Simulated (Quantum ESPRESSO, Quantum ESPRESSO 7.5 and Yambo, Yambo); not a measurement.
## MoS2 (R3m): G0W0 with Yambo, start to end

How does a plane-wave GW calculation on MoS2 (R3m) run from the first input to the gap?

Main program and level: Quantum ESPRESSO 7.5 and Yambo 5.3.0; PBE and many-body steps on it, plane waves.

## (1) Set-up

The structure is trigonal, space group R3m (No. 160). Conventional cell: a = 3.160 Å, b = 3.160 Å, c = 18.450 Å, α = 90.00°, β = 90.00°, γ = 120.00°. Mo has 6 S at 2.40 Å nearest. Nearest to S lie 3 Mo at 2.40 Å. Nearest to S lie 3 Mo at 2.40 Å. Farther neighbours and most contacts between anions are not listed.

Geometry: measured (diffraction); atoms relaxed with PBE. The runs that relaxed it are not among those shown.

## (2) Ground state

This step: Quantum ESPRESSO 7.5; DFT, PBE, plane waves, norm-conserving pseudopotentials.

The ground-state density comes first.

pw.in

```
&control
  calculation = 'scf'
  prefix = 'x'
  outdir = 'o'
  pseudo_dir = 'pseudo'
/
&system
  ibrav = 0
  nat = 3
  ntyp = 2
  ecutwfc = 72.0
  nbnd = 18
  force_symmorphic = .true.
/
&electrons
  conv_thr = 1e-10
  electron_maxstep = 80
  mixing_beta = 0.5
/
ATOMIC_SPECIES
  Mo 95.95 Mo.upf
  S 32.06 S.upf
CELL_PARAMETERS angstrom
  1.5800000000 0.9122134253 6.1500000000
  -1.5800000000 0.9122134253 6.1500000000
  -0.0000000000 -1.8244268506 6.1500000000
ATOMIC_POSITIONS crystal
  Mo 0.0000949582 0.0000949582 0.0000949582
  S 0.2486434308 0.2486434308 0.2486434308
  S 0.4182616111 0.4182616111 0.4182616111
K_POINTS automatic
  8 8 8 0 0 0
```

The run is started by

```bash
> OMP_NUM_THREADS=1 mpirun -n 4 pw.x -nk 4 -in pw.in > pw.out
```

The log of the run:

```text
Program PWSCF v.7.5 starts

     This program is part of the open-source Quantum ESPRESSO suite
     for quantum simulation of materials; please cite
         "P. Giannozzi et al., J. Phys.:Condens. Matter 21 395502 (2009);
         "P. Giannozzi et al., J. Phys.:Condens. Matter 29 465901 (2017);
         "P. Giannozzi et al., J. Chem. Phys. 152 154105 (2020);
     in publications or presentations arising from this work. More details at
     Message from routine setup:
     using ibrav=0 with symmetry is DISCOURAGED, use correct ibrav instead

     G-vector sticks info

     bravais-lattice index     =            0
     lattice parameter (alat)  =      12.1224  a.u.
     unit-cell volume          =     358.9025 (a.u.)^3
     number of atoms/cell      =            3
     number of atomic types    =            2
     number of electrons       =        26.00
     number of Kohn-Sham states=           18
     kinetic-energy cutoff     =      72.0000  Ry
     charge density cutoff     =     288.0000  Ry
     scf convergence threshold =      1.0E-10
     mixing beta               =       0.5000
     number of iterations used =            8  plain     mixing
     Exchange-correlation= PBE
                           (   1   4   3   4   0   0   0)

     celldm(1)=  12.122418  celldm(2)=   0.000000  celldm(3)=   0.000000
     celldm(4)=   0.000000  celldm(5)=   0.000000  celldm(6)=   0.000000

     crystal axes: (cart. coord. in units of alat)
               a(1) = (   0.246301   0.142202   0.958704 )
               a(2) = (  -0.246301   0.142202   0.958704 )
               a(3) = (  -0.000000  -0.284404   0.958704 )

     reciprocal axes: (cart. coord. in units 2 pi/alat)
               b(1) = (  2.030034  1.172041  0.347691 )
               b(2) = ( -2.030034  1.172041  0.347691 )
               b(3) = (  0.000000 -2.344081  0.347691 )
     Pseudo is Norm-conserving + core correction, Zval = 14.0
     Generated using ONCVPSP code by D. R. Hamann
     Using radial grid of 1640 points,  6 beta functions with:
     Pseudo is Norm-conserving + core correction, Zval =  6.0
     Generated using ONCVPSP code by D. R. Hamann
     Using radial grid of 1146 points,  6 beta functions with:
     Mo               14.00    95.95000     Mo( 1.00)
     S                 6.00    32.06000     S ( 1.00)

      6 Sym. Ops. (no inversion) found

   Cartesian axes

     site n.     atom                  positions (alat units)
         1        Mo     tau(   1) = (  -0.0000000  -0.0000000   0.0002731  )
         2        S      tau(   2) = (   0.0000000   0.0000000   0.7151267  )
         3        S      tau(   3) = (  -0.0000000  -0.0000000   1.2029678  )

     number of k points=    65
                       cart. coord. in units 2pi/alat
        k(    1) = (   0.0000000   0.0000000   0.0000000), wk =   0.0039062
        k(    2) = (   0.0000000  -0.2930102   0.0434614), wk =   0.0234375
        k(    3) = (   0.0000000  -0.5860203   0.0869229), wk =   0.0234375
        k(    4) = (   0.0000000  -0.8790305   0.1303843), wk =   0.0234375
        k(    5) = (   0.0000000   1.1720406  -0.1738457), wk =   0.0117188
        k(    6) = (  -0.2537542  -0.1465051   0.0869229), wk =   0.0234375
        k(    7) = (  -0.2537542  -0.4395152   0.1303843), wk =   0.0468750
        k(    8) = (  -0.2537542  -0.7325254   0.1738457), wk =   0.0468750
        k(    9) = (  -0.2537542   1.3185457  -0.1303843), wk =   0.0468750
        k(   10) = (  -0.2537542   1.0255355  -0.0869229), wk =   0.0468750
     [... 53 further rows ...]
        k(   64) = (   1.7762797   0.7325254  -0.1738457), wk =   0.0234375
        k(   65) = (   0.0000000   0.0000000  -0.5215372), wk =   0.0039062

     Dense  grid:    29607 G-vectors     FFT dimensions: (  72,  72,  72)

     Initial potential from superposition of free atoms

     starting charge      25.9985, renormalised to      26.0000
     Starting wfcs are   18 randomized atomic wfcs

     per-process dynamical memory:    64.7 Mb

     Self-consistent Calculation

     iteration #  1     ecut=    72.00 Ry     beta= 0.50

     total energy              =    -184.70853924 Ry
     estimated scf accuracy    <       0.43578148 Ry

     iteration #  2     ecut=    72.00 Ry     beta= 0.50

     total energy              =    -184.65355379 Ry
     estimated scf accuracy    <       1.61929205 Ry

     iteration #  3     ecut=    72.00 Ry     beta= 0.50

     total energy              =    -184.89243179 Ry
     estimated scf accuracy    <       0.03081692 Ry

     iteration #  4     ecut=    72.00 Ry     beta= 0.50

     total energy              =    -184.89548905 Ry
     estimated scf accuracy    <       0.00151533 Ry

     iteration #  5     ecut=    72.00 Ry     beta= 0.50

     total energy              =    -184.89580511 Ry
     estimated scf accuracy    <       0.00019150 Ry

     iteration #  6     ecut=    72.00 Ry     beta= 0.50

     total energy              =    -184.89583396 Ry
     estimated scf accuracy    <       0.00000768 Ry

     iteration #  7     ecut=    72.00 Ry     beta= 0.50

     total energy              =    -184.89583650 Ry
     estimated scf accuracy    <       0.00000792 Ry

     iteration #  8     ecut=    72.00 Ry     beta= 0.50

     total energy              =    -184.89583687 Ry
     estimated scf accuracy    <       0.00000118 Ry

     iteration #  9     ecut=    72.00 Ry     beta= 0.50

     total energy              =    -184.89583715 Ry
     estimated scf accuracy    <       0.00000040 Ry

     iteration # 10     ecut=    72.00 Ry     beta= 0.50

     total energy              =    -184.89583720 Ry
     estimated scf accuracy    <          3.6E-09 Ry

     iteration # 11     ecut=    72.00 Ry     beta= 0.50

     total energy              =    -184.89583720 Ry
     estimated scf accuracy    <          6.1E-10 Ry

     iteration # 12     ecut=    72.00 Ry     beta= 0.50

     End of self-consistent calculation

          k = 0.0000 0.0000 0.0000 (  3661 PWs)   bands (ev):

   -50.4064 -24.5634 -24.3262 -24.3262  -3.8793  -2.2115   4.2155   7.8564
     7.8564   8.9517   8.9517   9.9126   9.9398  13.1970  13.1970  13.5620
    13.5620  16.7210

          k = 0.0000-0.2930 0.0435 (  3679 PWs)   bands (ev):

   -50.4004 -24.5515 -24.3863 -24.3399  -3.6403  -2.1347   4.4916   7.3701
     8.1022   8.2011   8.5971   9.8622  10.1391  12.8859  13.1558  13.3216
    13.5675  17.7185

          k = 0.0000-0.5860 0.0869 (  3699 PWs)   bands (ev):

   -50.3859 -24.5288 -24.5229 -24.3726  -3.0043  -1.9311   5.0033   6.5302
     7.0680   7.9319   8.7219   9.4853   9.6305  12.3508  12.9260  13.7572
    14.1524  18.4972

          k = 0.0000-0.8790 0.1304 (  3714 PWs)   bands (ev):

     [... further k-points ...]

     highest occupied, lowest unoccupied level (ev):    11.1293   12.1452

!    total energy              =    -184.89583720 Ry
     estimated scf accuracy    <          6.8E-11 Ry

     The total energy is the sum of the following terms:
     one-electron contribution =     -85.04430631 Ry
     hartree contribution      =      53.79929357 Ry
     xc contribution           =     -33.39334318 Ry
     ewald contribution        =    -120.25748128 Ry

     convergence has been achieved in  12 iterations

     XML data file, charge density, pseudopotentials, collected wavefunctions

=------------------------------------------------------------------------------=
   JOB DONE.
=------------------------------------------------------------------------------=
```

Wall time 87 s (4 MPI ranks of Arm Neoverse V1, shared host); peak memory 0.4 GiB; 5.8 min of CPU time.

This step gave:

```
total energy               : -2515.6360 eV
gap                        : 1.016 eV
k of the valence top       : -0.5, -0.5, -0.5
k of the conduction bottom : 0, 0.125, -0.25
least direct gap           : 2.041 eV
```

The gap is indirect, with the least direct gap 1.03 eV higher.

## (3) Bands along the symmetry lines

Levels along a band path, at the cheap level, show where the edges lie and whether the meshes to come will hold them.

pw.in

```
&control
  calculation = 'bands'
  prefix = 'x'
  outdir = 'o'
  pseudo_dir = 'pseudo'
/
&system
  ibrav = 0
  nat = 3
  ntyp = 2
  ecutwfc = 72.0
  nbnd = 19
  force_symmorphic = .true.
/
&electrons
  conv_thr = 1e-9
  electron_maxstep = 80
  diago_full_acc = .true.
  diago_thr_init = 5e-6
/
ATOMIC_SPECIES
  Mo 95.95 Mo.upf
  S 32.06 S.upf
CELL_PARAMETERS angstrom
  1.5800000000 0.9122134253 6.1500000000
  -1.5800000000 0.9122134253 6.1500000000
  -0.0000000000 -1.8244268506 6.1500000000
ATOMIC_POSITIONS crystal
  Mo 0.0000949582 0.0000949582 0.0000949582
  S 0.2486434308 0.2486434308 0.2486434308
  S 0.4182616111 0.4182616111 0.4182616111
K_POINTS crystal
  59
  0.00000000 0.00000000 0.00000000 1
  0.06250000 0.06250000 0.06250000 1
  0.12500000 0.12500000 0.12500000 1
  0.18750000 0.18750000 0.18750000 1
  0.25000000 0.25000000 0.25000000 1
  0.31250000 0.31250000 0.31250000 1
  0.37500000 0.37500000 0.37500000 1
  0.43750000 0.43750000 0.43750000 1
  0.50000000 0.50000000 0.50000000 1
  0.53983325 0.46016675 0.50000000 1
  0.57966650 0.42033350 0.50000000 1
  0.61949975 0.38050025 0.50000000 1
  0.65933299 0.34066701 0.50000000 1
  0.69916624 0.30083376 0.50000000 1
  0.73899949 0.26100051 0.50000000 1
  0.77883274 0.22116726 0.50000000 1
  0.81866599 0.18133401 0.50000000 1
  0.50000000 -0.18133401 0.18133401 1
  0.50000000 -0.15866726 0.15866726 1
  0.50000000 -0.13600051 0.13600051 1
  0.50000000 -0.11333376 0.11333376 1
  0.50000000 -0.09066700 0.09066700 1
  0.50000000 -0.06800025 0.06800025 1
  0.50000000 -0.04533350 0.04533350 1
  0.50000000 -0.02266675 0.02266675 1
  0.50000000 0.00000000 0.00000000 1
  0.43750000 0.00000000 0.00000000 1
  0.37500000 0.00000000 0.00000000 1
  0.31250000 0.00000000 0.00000000 1
  0.25000000 0.00000000 0.00000000 1
  0.18750000 0.00000000 0.00000000 1
  0.12500000 0.00000000 0.00000000 1
  0.06250000 0.00000000 0.00000000 1
  0.00000000 0.00000000 0.00000000 1
  0.04258337 -0.04258337 0.00000000 1
  0.08516675 -0.08516675 0.00000000 1
  0.12775012 -0.12775012 0.00000000 1
  0.17033350 -0.17033350 0.00000000 1
  0.21291688 -0.21291688 0.00000000 1
  0.25550025 -0.25550025 0.00000000 1
  0.29808363 -0.29808363 0.00000000 1
  0.34066700 -0.34066700 0.00000000 1
  0.65933300 0.00000000 0.34066700 1
  0.63941637 0.00000000 0.36058363 1
  0.61949975 0.00000000 0.38050025 1
  0.59958312 0.00000000 0.40041688 1
  0.57966650 0.00000000 0.42033350 1
  0.55974987 0.00000000 0.44025012 1
  0.53983325 0.00000000 0.46016675 1
  0.51991663 0.00000000 0.48008337 1
  0.50000000 0.00000000 0.50000000 1
  0.43750000 0.00000000 0.43750000 1
  0.37500000 0.00000000 0.37500000 1
  0.31250000 0.00000000 0.31250000 1
  0.25000000 0.00000000 0.25000000 1
  0.18750000 0.00000000 0.18750000 1
  0.12500000 0.00000000 0.12500000 1
  0.06250000 0.00000000 0.06250000 1
  0.00000000 0.00000000 0.00000000 1
```

The log of the run:

```text
[banner, memory and clock lines left out]
Program PWSCF v.7.5 starts

     Atomic positions and unit cell read from directory:
     o/x.save/

     Message from routine setup:
     using ibrav=0 with symmetry is DISCOURAGED, use correct ibrav instead

     G-vector sticks info

     bravais-lattice index     =            0
     lattice parameter (alat)  =      12.1224  a.u.
     unit-cell volume          =     358.9025 (a.u.)^3
     number of atoms/cell      =            3
     number of atomic types    =            2
     number of electrons       =        26.00
     number of Kohn-Sham states=           19
     kinetic-energy cutoff     =      72.0000  Ry
     charge density cutoff     =     288.0000  Ry
     Exchange-correlation= PBE
                           (   1   4   3   4   0   0   0)

     celldm(1)=  12.122418  celldm(2)=   0.000000  celldm(3)=   0.000000
     celldm(4)=   0.000000  celldm(5)=   0.000000  celldm(6)=   0.000000

     crystal axes: (cart. coord. in units of alat)
               a(1) = (   0.246301   0.142202   0.958704 )
               a(2) = (  -0.246301   0.142202   0.958704 )
               a(3) = (  -0.000000  -0.284404   0.958704 )

     reciprocal axes: (cart. coord. in units 2 pi/alat)
               b(1) = (  2.030034  1.172041  0.347691 )
               b(2) = ( -2.030034  1.172041  0.347691 )
               b(3) = (  0.000000 -2.344081  0.347691 )
     Pseudo is Norm-conserving + core correction, Zval = 14.0
     Generated using ONCVPSP code by D. R. Hamann
     Using radial grid of 1640 points,  6 beta functions with:
     Pseudo is Norm-conserving + core correction, Zval =  6.0
     Generated using ONCVPSP code by D. R. Hamann
     Using radial grid of 1146 points,  6 beta functions with:
     Mo               14.00    95.95000     Mo( 1.00)
     S                 6.00    32.06000     S ( 1.00)

      6 Sym. Ops. (no inversion) found

   Cartesian axes

     site n.     atom                  positions (alat units)
         1        Mo     tau(   1) = (  -0.0000000  -0.0000000   0.0002731  )
         2        S      tau(   2) = (   0.0000000   0.0000000   0.7151267  )
         3        S      tau(   3) = (  -0.0000000  -0.0000000   1.2029678  )

     number of k points=    59
                       cart. coord. in units 2pi/alat
        k(    1) = (   0.0000000   0.0000000   0.0000000), wk =   0.0338983
        k(    2) = (   0.0000000   0.0000000   0.0651921), wk =   0.0338983
        k(    3) = (   0.0000000   0.0000000   0.1303843), wk =   0.0338983
[...]
[... 47 further rows ...]
        k(   58) = (   0.1268771  -0.0732525   0.0434614), wk =   0.0338983
        k(   59) = (   0.0000000   0.0000000   0.0000000), wk =   0.0338983

     Dense  grid:    29607 G-vectors     FFT dimensions: (  72,  72,  72)

     The potential is recalculated from file :
     o/x.save/charge-density

     Starting wfcs are   18 randomized atomic wfcs +    1 random wfcs

     Band Structure Calculation

     End of band structure calculation

          k = 0.0000 0.0000 0.0000 (  3661 PWs)   bands (ev):

   -50.4065 -24.5634 -24.3262 -24.3262  -3.8793  -2.2115   4.2155   7.8564
     7.8564   8.9517   8.9517   9.9126   9.9398  13.1970  13.1970  13.5621
    13.5621  16.7210  19.2341

          k = 0.0000 0.0000 0.0652 (  3643 PWs)   bands (ev):

   -50.4065 -24.5634 -24.3262 -24.3262  -3.8713  -2.2267   4.2460   7.8557
[...]
13.5577  16.7269  19.2517

          k = 0.0000 0.0000 0.1304 (  3643 PWs)   bands (ev):

[...]
13.5451  16.7430  19.3020

          k =-0.0000 0.0000 0.1956 (  3652 PWs)   bands (ev):

[...]
k = 0.0000-0.0000 0.3260 (  3653 PWs)   bands (ev):

[...]
k =-0.0000 0.0000 0.3912 (  3656 PWs)   bands (ev):

[...]
k =-0.0000 0.0000 0.4563 (  3665 PWs)   bands (ev):

[...]
k = 1.3831-0.0516 0.1738 (  3704 PWs)   bands (ev):

[...]
k = 0.1729 0.0000-0.0000 (  3676 PWs)   bands (ev):

[...]
k = 0.3458-0.0000 0.0000 (  3680 PWs)   bands (ev):

[...]
k = 1.2102 0.0000 0.0000 (  3712 PWs)   bands (ev):

[...]
k = 0.2538-0.1465 0.0869 (  3677 PWs)   bands (ev):

[...]
k = 0.1269-0.0733 0.0435 (  3663 PWs)   bands (ev):

[...]
13.4919  17.0143  19.5070

          k = 0.0000 0.0000 0.0000 (  3661 PWs)   bands (ev):

   -50.4065 -24.5634 -24.3262 -24.3262  -3.8793  -2.2115   4.2155   7.8564
     7.8564   8.9517   8.9517   9.9126   9.9398  13.1970  13.1970  13.5621
    13.5621  16.7210  19.2341

     XML data file, pseudopotentials, collected wavefunctions
```

It took 25 s on 4 MPI ranks; peak memory 0.31 GiB.

Numbers from this step:

```
gap                        : 0.9139 eV
k of the valence top       : 0.5, 0.5, 0.5
k of the conduction bottom : 0.1703, -0.1703, 0
least direct gap           : 1.763 eV
```

The gap is 0.914 eV, −0.102 eV from the run before at this level.

Electronic bands along the path, in eV, zero at the top of the highest filled band:

| point | band 10 | band 11 | band 12 | band 13 | band 14 | band 15 | band 16 | band 17 |
| --- | --- | --- | --- | --- | --- | --- | --- | --- |
| Γ | -2.18 | -2.18 | -1.22 | -1.19 | 2.07 | 2.07 | 2.43 | 2.43 |
| halfway | -2.61 | -2.16 | -2.16 | -0.28 | 2.11 | 2.11 | 2.37 | 2.37 |
| T | -3.29 | -2.15 | -2.15 | 0.00 | 2.17 | 2.17 | 2.29 | 2.29 |
| halfway | -3.94 | -2.66 | -1.89 | -1.47 | 1.48 | 1.85 | 2.17 | 3.52 |
| H2 | -4.31 | -3.74 | -2.80 | -0.70 | 1.10 | 2.26 | 3.00 | 4.23 |
| jump to H0 | -4.31 | -3.74 | -2.80 | -0.70 | 1.10 | 2.26 | 3.00 | 4.23 |
| halfway | -3.76 | -3.07 | -2.55 | -1.02 | 1.45 | 2.30 | 2.63 | 4.00 |
| L | -3.90 | -2.34 | -1.53 | -1.44 | 1.66 | 2.05 | 3.43 | 3.49 |
| halfway | -3.20 | -2.41 | -1.64 | -1.50 | 1.22 | 1.80 | 2.63 | 3.02 |
| Γ | -2.18 | -2.18 | -1.22 | -1.19 | 2.07 | 2.07 | 2.43 | 2.43 |
| halfway | -3.68 | -2.64 | -1.57 | -1.48 | 0.91 | 1.82 | 2.32 | 3.64 |
| S0 | -4.31 | -3.66 | -2.86 | -0.69 | 1.07 | 2.26 | 2.98 | 4.24 |
| jump to S2 | -4.31 | -3.66 | -2.86 | -0.69 | 1.07 | 2.26 | 2.98 | 4.24 |
| halfway | -3.97 | -3.16 | -2.74 | -0.95 | 1.57 | 2.44 | 3.00 | 3.60 |
| F | -3.82 | -2.93 | -1.73 | -1.26 | 1.62 | 2.19 | 3.01 | 3.87 |
| halfway | -3.15 | -2.45 | -1.98 | -1.36 | 1.36 | 1.65 | 2.57 | 3.19 |
| Γ | -2.18 | -2.18 | -1.22 | -1.19 | 2.07 | 2.07 | 2.43 | 2.43 |

(Continued in part 2 of 3.)

[Paths, hosts, dates, memory and timing lines, banners, echoed tables and standing remarks are left out of the program output.]

[Logs are printed without paths, hosts, clocks, repeated set-up lines and the standing remarks that a program may print on its own settings, such as how far it seeks lower states.]

[Runs of the session that timed out or met a known fault of the program may be left out.]

[Hosts, paths, dates, database ids (printed as entryN), source tags and the programs' standing remarks are cut or masked in the printed files.]
